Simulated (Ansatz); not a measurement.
**CsGeBr3 (Pm-3m): a soft mode frozen in**

Wanted: the energy along a soft mode of CsGeBr3 (Pm-3m) and the structure at the end.

Method: DFT PBEsol, scalar-relativistic, plane waves, PAW; PAW set soft_1, in Ansatz 0.2.0.

This is a report of a sequence of runs, with most program output left out.

In doubt: the program warns that the response may not be converged on this k-mesh (step 2), which bears on the force constants and all frequencies.

**1. Starting point**

The structure is cubic, space group Pm-3m (No. 221). Conventional cell: a = 5.470 Å, b = 5.470 Å, c = 5.470 Å, α = 90.00°, β = 90.00°, γ = 90.00°. Nearest to Cs lie 12 Br at 3.87 Å. Nearest to Ge lie 6 Br at 2.74 Å. Br has 2 Ge at 2.74 Å and 4 Cs at 3.87 Å nearest. Farther neighbours and most contacts between anions are not listed.

**2. Linear response at the zone centre**

The cell comes from relaxations at this level that are not shown. The zone centre is the only wavevector solved here; it holds the modes that light can see, as far as symmetry allows. The response to a homogeneous field gives the Born charges and the dielectric tensor.

Contents of input.yaml:

```yaml
crystal:
  lattice:
    - [5.4702110526, 0.0, 0.0]
    - [0.0, 5.4702110526, 0.0]
    - [0.0, 0.0, 5.4702110526]
  atoms:
    - { symbol: Cs, position: [0.0, 0.0, 0.0] }
    - { symbol: Ge, position: [0.5, 0.5, 0.5] }
    - { symbol: Br, position: [0.5, 0.5, 0.0] }
    - { symbol: Br, position: [0.5, 0.0, 0.5] }
    - { symbol: Br, position: [0.0, 0.5, 0.5] }
kpoints:
  mp_grid: { grid: [12, 12, 12] }
hamiltonian:
  xc: pbesol
  pseudopotentials: { kind: paw, azcp: { folder: soft_1 }, xc_functional: pbe }
scf:
  occupations: { method: fixed }
output:
  eigenvalues: true
phonons:
  method: dfpt
  dielectric: true
  rigid_motions: translations
```

On the command line:

```sh
> ansatz run input.yaml --threads 4 --pin off --max-ram 10240MiB --backend cpu --events-out ev --progress --plain --runs-dir out
```

Run time: 9.4 min. Hardware: 4 threads of Arm Neoverse V2, shared host; peak memory 7.9 GiB.

This step gave:

- gap on the k-mesh: 0.3349 eV
- volume per atom: 32.74 Å³
- sum-rule residual before enforcement: 8.07e-5 eV/Å²
- miss of the charge sum rule: 0.002062 e
- estimated error of the dielectric tensor: 0.03285
- estimated error of the Born charges: 0.02312 e
- point group: m-3m
- highest optical mode at the zone centre (no LO-TO term): 75.85 cm⁻¹
- lowest optical zone-centre mode: -61.23 cm⁻¹
- mean high-frequency dielectric constant: 8.956
- largest Born charge (third of the trace): 5.619 e
- top of the zone-centre spectrum with the field: 158.6 cm⁻¹

Without the LO-TO term. Patterns of degenerate modes are one choice out of their space. The modes at Γ (shares of kinetic energy by element, %) (negative means imaginary):

| mode | frequency (cm⁻¹) | symmetry | Cs % | Ge % | Br % |
| --- | --- | --- | --- | --- | --- |
| 1 | -61.2 | T1u | 0 | 63 | 37 |
| 2 | -61.2 | T1u | 0 | 63 | 37 |
| 3 | -61.2 | T1u | 0 | 63 | 37 |
| 4 | 0.0 | acoustic | 30 | 16 | 54 |
| 5 | 0.0 | acoustic | 30 | 16 | 54 |
| 6 | 0.0 | acoustic | 30 | 16 | 54 |
| 7 | 41.5 | T1u | 69 | 9 | 21 |
| 8 | 41.5 | T1u | 69 | 9 | 21 |
| 9 | 41.5 | T1u | 69 | 9 | 21 |
| 10 | 51.6 | T2u | 0 | 0 | 100 |
| 11 | 51.6 | T2u | 0 | 0 | 100 |
| 12 | 51.6 | T2u | 0 | 0 | 100 |
| 13 | 75.8 | T1u | 1 | 12 | 88 |
| 14 | 75.8 | T1u | 1 | 12 | 88 |
| 15 | 75.8 | T1u | 1 | 12 | 88 |

Displacements in mode 2 (-61.2 cm⁻¹), the largest set to 1:
```
Cs1  0.00  0.00  0.00
Ge2  1.00  0.00  0.00
Br3 -0.10  0.00  0.00
Br4 -0.10  0.00  0.00
Br5 -0.72  0.00  0.00
```

Displacements in mode 13 (75.8 cm⁻¹), the largest set to 1:
```
Cs1  0.11  0.00  0.00
Ge2  0.60  0.00  0.00
Br3 -0.86  0.00  0.00
Br4 -0.86  0.00  0.00
Br5  1.00  0.00  0.00
```

Before it was imposed, the acoustic sum rule was missed by 8.1e-5 eV/Å² and the charge sum rule by 0.0021 e. Small misses are needed for a sound result but don't prove that mesh and cutoff are converged. The lowest optical mode is imaginary, 61.2i cm⁻¹, so the energy falls along it.

The log warns of the k mesh: “the force constants stand on the 12×12×12 k-mesh, whose period is 8.41 times the interband length at k = (-0.5000, -0.5000, -0.5000), direct gap 0.335 eV, under 14: take them and everything formed from them as unconverged”.

**3. The mode frozen in, largest atomic shift 0 Å**

The mode followed lies at Γ with frequency 61.2i cm⁻¹ and is 3-fold degenerate, the softest among the wavevectors solved. At small amplitude the distorted cell has space group no. 99 by a symmetry search on the positions. The undistorted cell that holds it gives the zero of energy on the same k mesh.

Edit input.yaml of step 2 so:

```diff
@@ -17,8 +17,6 @@
 scf:
-  occupations: { method: fixed }
+  occupations: { method: gaussian, width: 0.02 }
 output:
+  forces: true
+  stress: true
   eigenvalues: true
-phonons:
-  method: dfpt
-  dielectric: true
-  rigid_motions: translations
```

Run time: 6.3 s. Hardware: 4 threads; peak memory 0.64 GiB.

Numbers from this step:

```yaml
pressure: 6.64e-5 GPa
energy_from_the_undistorted_cell: 0 meV/atom
```

At this level the gap is 0.33 eV on the k-mesh of the self-consistent run, which can miss the band edges.

**4. The mode frozen in, largest atomic shift 0.08 Å**

The atoms are moved along the unstable eigenvector, the largest shift by 0.08 Å, with the cell fixed.

input.yaml, the sections that differ from step 3:

```yaml
crystal:
  lattice:
    - [5.4702110526, 0.0, 0.0]
    - [0.0, 5.4702110526, 0.0]
    - [0.0, 0.0, 5.4702110526]
  atoms:
    - { symbol: Cs, position: [0.0, 4.07156e-05, 0.0] }
    - { symbol: Ge, position: [0.5, 0.5146246642, 0.5] }
    - { symbol: Br, position: [0.5, 0.4985570184, 0.0] }
    - { symbol: Br, position: [0.5, -0.0104750787, 0.5] }
    - { symbol: Br, position: [0.0, 0.4985570184, 0.5] }
# kpoints, hamiltonian, scf, output: as in step 3
```

It took 24 s on 4 threads; peak memory 0.91 GiB; 94 s of CPU time.

This step gave:

```
pressure                         : 0.1473 GPa
gap on the k-mesh                : 0.3512 eV
energy from the undistorted cell : -0.501 meV/atom
```

The energy, extrapolated to zero smearing, is -0.50 meV/atom against the undistorted cell.

The run ends at a pressure of 0.15 GPa, with forces up to 0.0082 eV/Å.

**5. Energy along the mode, all amplitudes (two of the runs are shown above)**

An imaginary frequency means negative curvature, so the energy should fall and then rise again as anharmonic terms take over.

Numbers from this step:

```yaml
depth_at_the_lowest_point_sampled: 0.501 meV/atom
largest_atomic_shift_at_that_point: 0.08 Å
```

Table of energy from the parent by largest atomic shift:

| largest atomic shift (Å) | energy from the parent (meV/atom) |
| --- | --- |
| 0.0000 | 0 |
| 0.0400 | -0.221 |
| 0.0800 | -0.501 |
| 0.1400 | 1.48 |
| 0.2200 | 18.3 |

Displacement at unit largest shift by atom:

| atom | x (Å) | y (Å) | z (Å) | size |
| --- | --- | --- | --- | --- |
| Cs1 | 0.00 | 0.00 | 0.00 | 0.00 |
| Ge2 | 0.00 | 1.00 | 0.00 | 1.00 |
| Br3 | 0.00 | -0.10 | 0.00 | 0.10 |
| Br4 | 0.00 | -0.72 | 0.00 | 0.72 |
| Br5 | 0.00 | -0.10 | 0.00 | 0.10 |

The lowest of the steps tried is at 0.08 Å, 0.501 meV/atom below the parent; the bottom of the well need not coincide with a step.

**6. Relaxing from the distorted cell**

Starting from the lowest point found, all atoms and the cell are let go, so that strain and other modes of the same symmetry can join in.

Edit input.yaml of step 4 so:

```diff
@@ -17,3 +17,3 @@
 scf:
-  occupations: { method: gaussian, width: 0.02 }
+  occupations: { method: fixed }
 output:
@@ -22 +22,6 @@
   eigenvalues: true
+relax:
+  adjacent_minimum: "off"
+  f_tol: 0.002
+  max_steps: 120
+  cell: { stress_tol: 0.03 }
```

Elapsed: 2 min, on 4 threads; peak memory 0.98 GiB; 8 min of CPU time.

Relaxation path:

| step | energy less that of the first step (eV) | largest force component (eV/Å) | pressure (GPa) | volume (Å³) |
| --- | --- | --- | --- | --- |
| 1 | 0.0000 | 0.0082 | 0.15 | 163.69 |
| 2 | -0.0007 | 0.0145 | 0.05 | 164.32 |
| 3 | -0.0010 | 0.0190 | -0.01 | 164.79 |
| 4 | -0.0012 | 0.0052 | -0.01 | 165.07 |
| 5 | -0.0012 | 0.0009 | 0.00 | 165.06 |
| 6* | -0.0013 | 0.0009 | 0.00 | 165.06 |

Relaxation steps marked * repeat the geometry before them on a plane-wave basis chosen anew for their cell, so energy and pressure can jump there.

Forces are held to the 8 operations that the run works with; a distortion that breaks them can't arise in this run.

| conventional cell, symmetrised | before | after | change |
| --- | --- | --- | --- |
| a (Å) | 5.470 | 5.472 | +0.0 % |
| b (Å) | 5.470 | 5.472 | +0.0 % |
| c (Å) | 5.470 | 5.513 | +0.8 % |
| volume (Å³/atom) | 32.74 | 33.01 | +0.8 % |

The atoms that moved most (Å, as changes of fractional coordinates times the final cell):

| atom | dx | dy | dz | length |
| --- | --- | --- | --- | --- |
| Ge2 | 0.000 | 0.022 | 0.000 | 0.022 |
| Br4 | 0.000 | -0.011 | 0.000 | 0.011 |
| Br3 | 0.000 | -0.006 | 0.000 | 0.006 |
| Br5 | 0.000 | -0.006 | 0.000 | 0.006 |

Final coordinates:

```xyz
5
Lattice="5.4719 0.0000 0.0000 0.0000 5.5127 0.0000 0.0000 0.0000 5.4719" Properties=species:S:1:pos:R:3 pbc="T T T"
Cs    0.0000   -0.0003    0.0000
Ge    2.7359    2.8593    2.7359
Br    2.7359    2.7429    0.0000
Br    2.7359   -0.0684    2.7359
Br    0.0000    2.7429    2.7359
```

This step gave:

| Property | Result |
| --- | --- |
| pressure | -5.44e-4 GPa |
| gap on the k-mesh | 0.4110 eV |
| volume per atom | 33.01 Å³ |

The distorted start has space group P4mm; the relaxation ends in P4mm.

**7. The new phase in its own primitive cell**

The relaxed structure is symmetrised, reduced to its primitive cell and relaxed tightly, as its phonons need.

input.yaml, the sections that differ from step 6:

```yaml
crystal:
  lattice:
    - [5.4718650175, 0.0, 0.0]
    - [0.0, 5.4718650175, 0.0]
    - [0.0, 0.0, 5.5127406603]
  atoms:
    - { symbol: Cs, position: [0.0, 0.0, 5.26193e-05] }
    - { symbol: Ge, position: [0.5, 0.5, 0.4813335166] }
    - { symbol: Br, position: [0.5, 0.0, 0.5024498482] }
    - { symbol: Br, position: [0.5, 0.5, 0.0124098297] }
    - { symbol: Br, position: [0.0, 0.5, 0.5024498482] }
relax:
  adjacent_minimum: "off"
  f_tol: 0.001
  max_steps: 60
  cell: { stress_tol: 0.01 }
# kpoints, hamiltonian, scf, output: as in step 6
```

It took 47 s on 4 threads; peak memory 0.97 GiB.

Little changed from the start: no atom moved by 0.005 Å and no cell edge by 0.1 %.

This step gave:

| Quantity | Value |
| --- | --- |
| direct gap on mesh | 0.4110 eV |

The largest force component left is 0.94 meV/Å and the pressure is -0.001 GPa, within the tolerances set. The cell now holds 33.01 Å³/atom.

**8. Modes of the new phase**

A relaxed structure may still be a saddle point, so its zone-centre modes are computed. The response to a homogeneous field gives the Born charges and the dielectric tensor, and its change with displacement the Raman tensors.

Edit input.yaml of step 7 so:

```diff
@@ -19,9 +19,7 @@
 output:
-  forces: true
-  stress: true
   eigenvalues: true
-relax:
-  adjacent_minimum: "off"
-  f_tol: 0.001
-  max_steps: 60
-  cell: { stress_tol: 0.01 }
+phonons:
+  method: dfpt
+  dielectric: true
+  rigid_motions: translations
+  raman: true
```

Wall time 37 min (4 threads); peak memory 7.5 GiB.

The run was cut off at the time limit after its SCF cycle had converged; no result of it is taken.

The program's message: “Warning:”

**9. Outcome**

```
unstable mode of the parent                                                      : q = (0, 0, 0), 61i cm⁻¹
depth at the lowest point sampled                                                : 0.501 meV/atom
largest atomic shift at that point                                               : 0.08 Å
space group reached (within 0.01 Å)                                              : P4mm
energy gained over the parent (first relaxation, on the mesh of the frozen mode) : 0.752 meV/atom
volume per atom, phase reached                                                   : 33.0 Å³
gap on the k-mesh, phase reached                                                 : 0.411 eV
```

Along this mode the structure falls into P4mm, 0.752 meV/atom below the parent. At the parent's cell the well is 0.501 meV/atom deep on the steps tried, with its lowest point at a shift of 0.08 Å. Relaxing atoms and cell changes the gain by +0.25 meV/atom against the lowest step (energies at zero smearing). The modes of the phase reached were not computed on this path. How so shallow a well moves with the k mesh was not tested. Of the 3 patterns followed to their end from this parent, this one ends 1.17 meV/atom above the lowest, R3m. Another end point lies within 1 meV/atom; how such a difference moves with mesh and cutoff was not tested. Each path keeps the symmetry of its pattern, so a lower phase may lie along a pattern not tried. With the field response the log warns that the k mesh is coarse for the force constants too, so the frequencies may not be converged. Spin-orbit coupling is left out, which can matter for the heavy elements here. The PAW files were made for PBE and serve the other functionals too.

[Logs are printed without paths, hosts, clocks, repeated set-up lines and the standing remarks that a program may print on its own settings, such as how far it seeks lower states.]

[Hosts, paths, dates, database ids (printed as entryN), source tags and the programs' standing remarks are cut or masked in the printed files.]
